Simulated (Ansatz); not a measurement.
# Lattice dynamics of ScPd (Pm-3m)

Aim: the vibrations of ScPd (Pm-3m), their spectra, and whether the structure is stable.

Program: Ansatz 0.2.0. Level of theory: DFT PBEsol, scalar-relativistic, plane waves, PAW; PAW set soft_1. Results are calculated unless marked as measured.

Most raw output is cut from this account.

### Step 1. Set-up

It takes space group Pm-3m (No. 221, cubic). The conventional cell has a = 3.283 Å, b = 3.283 Å, c = 3.283 Å, α = 90.00°, β = 90.00°, γ = 90.00°. Nearest to Sc lie 8 Pd at 2.84 Å. Nearest to Pd lie 8 Sc at 2.84 Å. Farther neighbours are not listed.

Coordinates:

```cif
data_structure
_symmetry_space_group_name_H-M 'Pm-3m'
_symmetry_Int_Tables_number 221
_cell_length_a 3.2830
_cell_length_b 3.2830
_cell_length_c 3.2830
_cell_angle_alpha 90.000
_cell_angle_beta 90.000
_cell_angle_gamma 90.000
_cell_volume 35.38
loop_
_atom_site_label
_atom_site_type_symbol
_atom_site_symmetry_multiplicity
_atom_site_Wyckoff_symbol
_atom_site_fract_x
_atom_site_fract_y
_atom_site_fract_z
_atom_site_occupancy
Sc1 Sc 1 b 0.50000 0.50000 0.50000 1
Pd1 Pd 1 a 0.00000 0.00000 0.00000 1
```

### Step 2. Bringing the structure to rest

Harmonic phonons are second derivatives at a point where the forces vanish, and they are wanted at zero stress, so atoms and cell are relaxed first.

File input.yaml:

```yaml
crystal:
  lattice:
    - [3.283, 0.0, 0.0]
    - [0.0, 3.283, 0.0]
    - [0.0, 0.0, 3.283]
  atoms:
    - { symbol: Sc, position: [0.5, 0.5, 0.5] }
    - { symbol: Pd, position: [0.0, 0.0, 0.0] }
kpoints:
  mp_grid: { grid: [12, 12, 12] }
hamiltonian:
  xc: pbesol
  pseudopotentials: { kind: paw, azcp: { folder: soft_1 }, xc_functional: pbe }
scf:
  occupations: { method: gaussian, width: 0.1 }
output:
  forces: true
  stress: true
  eigenvalues: true
  write_density: true
  write_potential: true
  elf: true
  volumetric_format: npy
relax:
  adjacent_minimum: "off"
  f_tol: 0.005
  max_steps: 80
  cell: { stress_tol: 0.05 }
```

Command:

```sh
$ ansatz run input.yaml --threads 4 --pin off --max-ram 10240MiB --backend cpu --events-out ev --progress --plain --runs-dir out
```

It took 1.8 s on 4 threads of AMD EPYC 9R45, shared host; peak memory 0.45 GiB; 6 s of CPU time.

The steps of the relaxation:

| step | energy less that of the first step (eV) | largest force component (eV/Å) | pressure (GPa) | volume (Å³) |
| --- | --- | --- | --- | --- |
| 1 | 0.0000 | 0.0000 | -1.68 | 35.38 |
| 2 | 0.0027 | 0.0000 | 2.59 | 34.21 |
| 3 | -0.0027 | 0.0000 | -0.06 | 34.91 |
| 4 | -0.0027 | 0.0000 | 0.00 | 34.89 |
| 5* | -0.0026 | 0.0000 | 0.00 | 34.89 |

Relaxation steps marked * repeat the geometry before them on a plane-wave basis chosen anew for their cell, so energy and pressure can jump there. Relaxation step 2 was tried and not accepted.

The run keeps the 48 symmetry operations that it works with, so distortions that break them were not tested.

| conventional cell, symmetrised | before | after | change |
| --- | --- | --- | --- |
| a (Å) | 3.283 | 3.268 | -0.5 % |
| b (Å) | 3.283 | 3.268 | -0.5 % |
| c (Å) | 3.283 | 3.268 | -0.5 % |
| volume (Å³/atom) | 17.69 | 17.45 | -1.4 % |

The relaxed structure:

```xyz
2
Lattice="3.2678 0.0000 0.0000 0.0000 3.2678 0.0000 0.0000 0.0000 3.2678" Properties=species:S:1:pos:R:3 pbc="T T T"
Sc    1.6339    1.6339    1.6339
Pd    0.0000    0.0000    0.0000
```

This step gave:

- pressure: 0.003488 GPa
- volume per atom: 17.45 Å³
- gap on the k-mesh: 0 eV

ELF in the ac plane at fractional y = 0.500, with atoms of Sc within 0.2 Å of it. It is the smooth field of the valence electrons, not physical close to the nuclei.

Ten even steps from '_' (0.06) to '@' (0.69):
```
----======--::..____..::--======--
========--::____________::--======
======--..________________..--====
====--..____..--====--..____..--==
==--::____::**%%@@@@%%**::____::--
--::____..**@@@@@@@@@@@@**..____::
::..____--%%@@##====##@@%%--____..
..______==@@@@==____==@@@@==______
..______==@@@@==____==@@@@==______
::..____--%%@@##====##@@%%--____..
--::____..**@@@@@@@@@@@@**..____::
==--::____::**%%@@@@%%**::____::--
====--..____..--====--..____..--==
======--..________________..--====
========--::____________::--======
----======--::..____..::--======--
----========--::....::--========--
```
Columns run along a (3.3 Å), rows up along c (3.3 Å). Atoms in or near the plane, at fractional coordinates: Sc at (0.50, 0.50).

Electrostatic potential energy in the ac plane at fractional y = 0.500, with atoms of Sc within 0.2 Å of it. With pseudopotentials it is smooth inside the atoms' cores, unlike the true potential.

Ten even steps from '0' (-43 eV) to '9' (18 eV):
```
99999999999999999
99999999999999999
99999988888899999
99999877667789999
99998764444678999
99987642112467899
99987420000247899
99986410000146899
99986410000146899
99987420000247899
99987642112467899
99998764444678999
99999877667789999
99999988888899999
99999999999999999
99999999999999999
99999999999999999
```
Columns run along a (3.3 Å; values clipped at the 3rd and 97th percentile), rows up along c (3.3 Å). Atoms in or near the plane, at fractional coordinates: Sc at (0.50, 0.50).

Valence density in the ac plane at fractional y = 0.500, with atoms of Sc within 0.2 Å of it. It is the smooth field of the valence electrons, not physical close to the nuclei.

Ten even steps from '_' (0.1 e/Å³) to '@' (8.5 e/Å³):
```
__________________________________
__________________________________
__________________________________
__________________________________
______________..::::..____________
____________::==++++==::__________
__________..==**%%%%**==..________
__________::++%%@@@@%%++::________
__________::++%%@@@@%%++::________
__________..==**%%%%**==..________
____________::==++++==::__________
______________..::::..____________
__________________________________
__________________________________
__________________________________
__________________________________
__________________________________
```
Columns run along a (3.3 Å), rows up along c (3.3 Å). Atoms in or near the plane, at fractional coordinates: Sc at (0.50, 0.50).

In this step the volume went from 17.69 to 17.45 Å³/atom.

### Step 3. Tight relaxation

Phonons need a cell at rest on their own settings, so the relaxation is repeated with tight tolerances on forces and stress on the k mesh and occupations of the first response run.

input.yaml, the sections that differ from step 2:

```yaml
crystal:
  lattice:
    - [3.2677561971, 0.0, 0.0]
    - [0.0, 3.2677561971, 0.0]
    - [0.0, 0.0, 3.2677561971]
  atoms:
    - { symbol: Sc, position: [0.5, 0.5, 0.5] }
    - { symbol: Pd, position: [0.0, 0.0, 0.0] }
scf:
  occupations: { method: methfessel_paxton, width: 0.2 }
relax:
  adjacent_minimum: "off"
  f_tol: 0.001
  max_steps: 60
  cell: { stress_tol: 0.01 }
# kpoints, hamiltonian, output: as in step 2
```

It took 1.4 s on 4 threads; peak memory 0.46 GiB; 4.5 s of CPU time.

Little changed from the start: no atom moved by 0.005 Å and no cell edge by 0.1 %.

Numbers from this step:

```yaml
pressure: -1.44e-4 GPa
```

ELF in the ac plane at fractional y = 0.000, with atoms of Pd within 0.2 Å of it. It is the smooth field of the valence electrons, not physical close to the nuclei.

Ten even steps from '_' (0.15) to '@' (0.44):
```
----**@@@@++::--++++--::++@@@@**--
++**%%@@%%==--==****==--==%%@@%%**
%%@@@@@@**====++****++====**@@@@@@
@@@@%%**====++**####**++====**%%@@
++++======++************++======++
::::--==++****==----==****++==--::
----==++****==::....::==****++==--
++++****##**--..____..--**##****++
++++****##**--..____..--**##****++
----==++****==::....::==****++==--
::::--==++****==----==****++==--::
++++======++************++======++
@@@@%%**====++**####**++====**%%@@
%%@@@@@@**====++****++====**@@@@@@
++**%%@@%%==--==****==--==%%@@%%**
----**@@@@++::--++++--::++@@@@**--
----++%%@@++::--++++--::++@@%%++--
```
Columns run along a (3.3 Å), rows up along c (3.3 Å). Atoms in or near the plane, at fractional coordinates: Pd at (0.00, 0.00).

Electrostatic potential energy in the ac plane at fractional y = 0.000, with atoms of Pd within 0.2 Å of it. With pseudopotentials it is smooth inside the atoms' cores, unlike the true potential.

Values in eV, 14 rows by 14 columns, each cell a mean:
```
-52 -48 -36 -17   4  15  17  18  17  13   0 -20 -38 -50
-42 -36 -25  -8   9  15  17  18  17  14   6 -11 -27 -38
-23 -19  -9   4  13  16  17  17  17  16  12   2 -11 -20
 -2   1   7  12  15  16  17  17  17  16  15  12   6   0
 13  13  15  16  16  16  16  16  16  16  16  16  14  13
 17  17  17  17  17  16  16  15  16  16  17  17  17  17
 18  18  18  17  17  16  15  15  15  16  17  17  18  18
 17  17  17  17  17  16  16  15  16  16  17  17  17  17
 14  15  15  16  16  16  16  16  16  16  16  16  15  15
  2   5   9  13  15  16  17  17  17  16  15  13   9   4
-20 -16  -6   6  13  16  17  17  17  16  12   4  -8 -17
-40 -34 -23  -6   9  15  17  18  17  15   7  -9 -25 -36
-51 -47 -34 -16   5  15  17  18  17  13   1 -19 -36 -48
-53 -51 -40 -20   2  14  17  18  17  13  -2 -23 -42 -52
```
Columns run along a (3.3 Å; values clipped at the 3rd and 97th percentile), rows up along c (3.3 Å). Atoms in or near the plane, at fractional coordinates: Pd at (0.00, 0.00).

Valence density in the ac plane at fractional y = 0.000, with atoms of Pd within 0.2 Å of it. It is the smooth field of the valence electrons, not physical close to the nuclei.

Values in e/Å³, 14 rows by 14 columns, each cell a mean:
```
14 12  7  3  1  0  0  0  0  0  1  3  8 12
 9  7  4  2  1  0  0  0  0  0  1  2  5  8
 4  3  2  1  0  0  0  0  0  0  0  1  2  3
 1  1  1  0  0  0  0  0  0  0  0  0  1  1
 0  0  0  0  0  0  0  0  0  0  0  0  0  0
 0  0  0  0  0  0  0  0  0  0  0  0  0  0
 0  0  0  0  0  0  0  0  0  0  0  0  0  0
 0  0  0  0  0  0  0  0  0  0  0  0  0  0
 0  0  0  0  0  0  0  0  0  0  0  0  0  0
 1  1  1  0  0  0  0  0  0  0  0  0  1  1
 3  3  2  1  0  0  0  0  0  0  0  1  2  3
 8  7  4  2  1  0  0  0  0  0  1  2  4  7
14 11  7  3  1  0  0  0  0  0  1  3  7 12
17 14  8  3  1  0  0  0  0  0  1  4  9 14
```
Columns run along a (3.3 Å), rows up along c (3.3 Å). Atoms in or near the plane, at fractional coordinates: Pd at (0.00, 0.00).

The forces vanish by symmetry and the pressure is 0.000 GPa, within the tolerances set. The cell now holds 17.45 Å³/atom.

### Step 4. Zone-centre response

The zone centre comes first: it holds the modes that light can see, as far as symmetry allows. No field response is asked, since the mesh shows no gap.

input.yaml, the sections that differ from step 3:

```yaml
crystal:
  lattice:
    - [3.2679160855, 0.0, 0.0]
    - [0.0, 3.2679160855, 0.0]
    - [0.0, 0.0, 3.2679160855]
  atoms:
    - { symbol: Sc, position: [0.5, 0.5, 0.5] }
    - { symbol: Pd, position: [0.0, 0.0, 0.0] }
output:
  eigenvalues: true
phonons:
  method: dfpt
# kpoints, hamiltonian, scf: as in step 3
# relax: removed
```

It took 3.9 s on 4 threads; peak memory 0.77 GiB.

Numbers from this step:

| Item | Value |
| --- | --- |
| sum-rule residual before enforcement | 5.64e-6 eV/Å² |
| point group | m-3m |
| highest optical mode at the zone centre (no LO-TO term) | 164.4 cm⁻¹ |
| lowest optical zone-centre mode | 164.4 cm⁻¹ |

Patterns of degenerate modes are one choice out of their space. The modes at Γ (shares of kinetic energy by element, %):

| mode | frequency (cm⁻¹) | symmetry | Sc % | Pd % |
| --- | --- | --- | --- | --- |
| 1 | 0.0 | acoustic | 30 | 70 |
| 2 | 0.0 | acoustic | 30 | 70 |
| 3 | 0.0 | acoustic | 30 | 70 |
| 4 | 164.4 | T1u | 70 | 30 |
| 5 | 164.4 | T1u | 70 | 30 |
| 6 | 164.4 | T1u | 70 | 30 |

Displacements in mode 4 (164.4 cm⁻¹), the largest set to 1:
```
Sc1  0.00  0.00  1.00
Pd2  0.00  0.00 -0.42
```

Before it was imposed, the acoustic sum rule was missed by 5.6e-6 eV/Å². Small misses are needed for a sound result but don't prove that mesh and cutoff are converged. The lowest optical mode is real, 164 cm⁻¹.

### Step 5. The dispersion

Stability and thermal properties need the whole zone. Linear response on a 4×4×4 q mesh gives force constants as far as a supercell of that size would.

input.yaml, as its differences from that of step 4:

```diff
@@ -19 +19,8 @@
   method: dfpt
+  qmesh: [4, 4, 4]
+  temperatures: { t_max: 1000, t_step: 50 }
+  qpath:
+    path:
+      - [[0.0, 0.0, 0.0], [0.0, 0.5, 0.0], [0.5, 0.5, 0.0], [0.0, 0.0, 0.0], [0.5, 0.5, 0.5], [0.0, 0.5, 0.0]]
+      - [[0.5, 0.5, 0.5], [0.5, 0.5, 0.0]]
+    npoints: 10
```

The job ended after 95 s (4 threads; peak memory 2 GiB).

This step gave:

- sum-rule residual before enforcement: 9.64e-5 eV/Å²
- lowest frequency on the path: 0 cm⁻¹
- highest frequency on the path or at a solved wavevector: 253.6 cm⁻¹
- mean frequency: 132.4 cm⁻¹
- Debye temperature (second moment): 277 K
- logarithmic mean frequency: 114 cm⁻¹
- lowest mode on the q mesh (acoustic modes at Γ apart): 39.88 cm⁻¹
- zero-point energy per atom: 24.63 meV
- heat capacity at 300 K: 23.93 J/(mol atoms K)
- vibrational entropy at 300 K: 40.52 J/(mol atoms K)
- edges of the widest gap between branches, on path and mesh: 110.8, 135.3 cm⁻¹

Frequencies (cm⁻¹) solved at each irreducible wavevector; negative means imaginary. Frequencies by wavevector, by row:

| q in reciprocal lattice units | star | mode 1 | mode 2 | mode 3 | mode 4 | mode 5 | mode 6 |
| --- | --- | --- | --- | --- | --- | --- | --- |
| 0 0 0 | 1 | 0 | 0 | 0 | 164.4 | 164.4 | 164.4 |
| 0 0 0.25 | 6 | 61.3 | 61.3 | 81.8 | 153.8 | 153.8 | 213.5 |
| 0 0 -0.5 | 3 | 89.9 | 89.9 | 110.8 | 135.3 | 135.3 | 253.4 |
| 0 0.25 0.25 | 12 | 39.9 | 76.9 | 93.6 | 145.9 | 196.3 | 212.7 |
| 0 0.25 -0.5 | 12 | 58.6 | 77.8 | 83.4 | 135.9 | 191.1 | 249 |
| 0 -0.5 -0.5 | 3 | 46.9 | 46.9 | 73.7 | 137.2 | 230.6 | 230.6 |
| 0.25 0.25 0.25 | 8 | 62.7 | 62.7 | 84.8 | 193.9 | 193.9 | 206.2 |
| 0.25 0.25 -0.5 | 12 | 60.1 | 65.4 | 75.5 | 189 | 191.1 | 243.9 |
| 0.25 -0.5 -0.5 | 6 | 61.1 | 67.8 | 67.8 | 190.5 | 236.3 | 236.3 |
| -0.5 -0.5 -0.5 | 1 | 73.8 | 73.8 | 73.8 | 243.9 | 243.9 | 243.9 |

Interpolated from a 4×4×4 q mesh. Phonon branches along the path, in cm⁻¹:

| point | branch 1 | branch 2 | branch 3 | branch 4 | branch 5 | branch 6 |
| --- | --- | --- | --- | --- | --- | --- |
| Γ | 0 | 0 | 0 | 164 | 164 | 164 |
| halfway | 61 | 61 | 82 | 154 | 154 | 214 |
| X | 90 | 90 | 111 | 135 | 135 | 253 |
| halfway | 59 | 78 | 83 | 136 | 191 | 249 |
| M | 47 | 47 | 74 | 137 | 231 | 231 |
| halfway | 40 | 77 | 94 | 146 | 196 | 213 |
| Γ | 0 | 0 | 0 | 164 | 164 | 164 |
| halfway | 63 | 63 | 85 | 194 | 194 | 206 |
| R | 74 | 74 | 74 | 244 | 244 | 244 |
| halfway | 60 | 65 | 76 | 189 | 191 | 244 |
| X | 90 | 90 | 111 | 135 | 135 | 253 |
| jump to R | 74 | 74 | 74 | 244 | 244 | 244 |
| halfway | 61 | 68 | 68 | 190 | 236 | 236 |
| M | 47 | 47 | 74 | 137 | 231 | 231 |

Tetrahedra on a 20×20×20 mesh, mean over bins of 2 cm-1. Interpolated from a 4×4×4 q mesh. Table of phonon density of states by wavenumber; read off at these points:

| wavenumber (cm⁻¹) | phonon density of states (1/cm⁻¹/cell) |
| --- | --- |
| 1 | 0 |
| 7 | 6.0e-5 |
| 15 | 5.4e-4 |
| 21 | 0.00158 |
| 29 | 0.00314 |
| 35 | 0.00542 |
| 43 | 0.0114 |
| 49 | 0.0342 |
| 55 | 0.0409 |
| 61 | 0.0768 |
| 63 | 0.0621 |
| 65 | 0.0921 |
| 69 | 0.0807 |
| 73 | 0.102 |
| 77 | 0.0672 |
| 83 | 0.0433 |
| 91 | 0.0255 |
| 95 | 0.0477 |
| 97 | 0.0199 |
| 103 | 0.00314 |
| 111 | 1.0e-5 |
| 117 | 0 |
| 125 | 0 |
| 131 | 0 |
| 139 | 0.0343 |
| 145 | 0.0267 |
| 153 | 0.0274 |
| 159 | 0.0294 |
| 165 | 0.0289 |
| 173 | 0.0228 |
| 179 | 0.0208 |
| 187 | 0.0199 |
| 193 | 0.0202 |
| 201 | 0.0189 |
| 207 | 0.0238 |
| 213 | 0.0205 |
| 221 | 0.0250 |
| 227 | 0.0287 |
| 233 | 0.0494 |
| 235 | 0.0453 |
| 241 | 0.0329 |
| 249 | 0.0167 |
| 255 | 0 |

(Part 1 of 2 ends here.)

[Logs are printed without paths, hosts, clocks, repeated set-up lines and the standing remarks that a program may print on its own settings, such as how far it seeks lower states.]

[Hosts, paths, dates, database ids (printed as entryN), source tags and the programs' standing remarks are cut or masked in the printed files.]
